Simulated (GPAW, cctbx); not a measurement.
# By hand: from a DFT structure factor to an extinction distance in CdPb

CdPb, P4/mmm (no. 123), a = 3.5176 Å, b = 3.5176 Å, c = 4.5062 Å, α = 90.00°, β = 90.00°, γ = 90.00°.

```
atom  mult.    x    y    z
 Pb1      1    0    0    0
 Cd1      1  1/2  1/2  1/2
```

The start was made by putting kin elements into a known structure type; the compound need not exist, or be stable, in this form.

A DFT run (GPAW, PBE, 450 eV, 7×7×5 k-points (along the axes of the calculation cell), Fermi–Dirac width 0.1 eV) gives the static X-ray structure factor of 001 as 32.554 e for the conventional cell; superposed free atoms give 32.470 e. **Problem.** Find the Fourier component V of the crystal potential and the two-beam extinction distance at 120 kV in both cases, then the holographic phase shift per nanometre.

**1. Geometry**

The cell volume is Ω = 55.76 Å³ and d(001) = 4.5062 Å, so g = 1/d = 0.2219 Å⁻¹.

**2. The nuclei**

Electrons feel nuclei as well as electrons, so the nuclear charges are summed with the same phases.

Phase sums Σ exp(2πi h·x), turned so that the total is real and positive: Pb +1.000, Cd -1.000. Then F_Z = 82 × (+1.000) + 48 × (-1.000) = 34.00 e. The electron term has the same sign for this reflection.

**3. Mott–Bethe**

Poisson's equation, term by term, gives V = (e/4πε₀)(F_Z − F)/(πΩg²), with e/4πε₀ = 14.3996 V Å.

The prefactor is 14.3996 × 4.5062²/(π × 55.76) = 1.66920 V per electron. Free atoms: (34.00 − 32.470) × 1.66920 = 2.554 V. Crystal: (34.00 − 32.554) × 1.66920 = 2.414 V. F changes by +0.26 % and V by -5.5 %: the same 0.08 e is measured against F_Z − F = 1.5 e in place of F = 32.5 e.

**4. Extinction distance**

In the two-beam case ξ = 1/(λU) with U = 2γm₀eV/h², that is ξ = 150.41 V Å²/(γλV).

At 120 kV, λ = 0.03349 Å and γ = 1.2348. Free atoms: ξ = 1424 Å. Crystal: ξ = 1507 Å. The thickness fringes go as sin²(πt/ξ), so the two patterns slip by a quarter of a period when t|1/ξ₁ − 1/ξ₀| = 1/4, at t ≈ 648 nm. Thermal motion, absorption and many-beam coupling, left out here, change a real pattern.

**5. Phase shift**

A slab run (normal [001], unrelaxed) gives a mean inner potential of 18.43 V; free atoms give 18.95 V. The phase shift is φ = C_E V₀ t, with C_E = (2π/λE)(E + m₀c²)/(E + 2m₀c²).

C_E = 8.638 × 10⁻³ rad/(V nm). The shift is 0.1592 rad/nm in the crystal and 0.1637 rad/nm for free atoms. A sample 50 nm thick gives φ = 7.96 rad; read with the free-atom value it would seem 48.6 nm thick.

**6. Answer**

V(001) is 2.41 V against 2.55 V, and ξ is 1507 against 1424 Å. The phase shift is 0.159 rad/nm, and free atoms would misjudge a thickness by -3 %. Limits: static atoms, two beams.

[Outputs are excerpts: Python notices, other lines and further rows are left out; steps that failed or that the build refused (PBEsol, TPSS) are not shown.]

[Logs are printed without paths, hosts, clocks, repeated set-up lines and the standing remarks that a program may print on its own settings, such as how far it seeks lower states.]
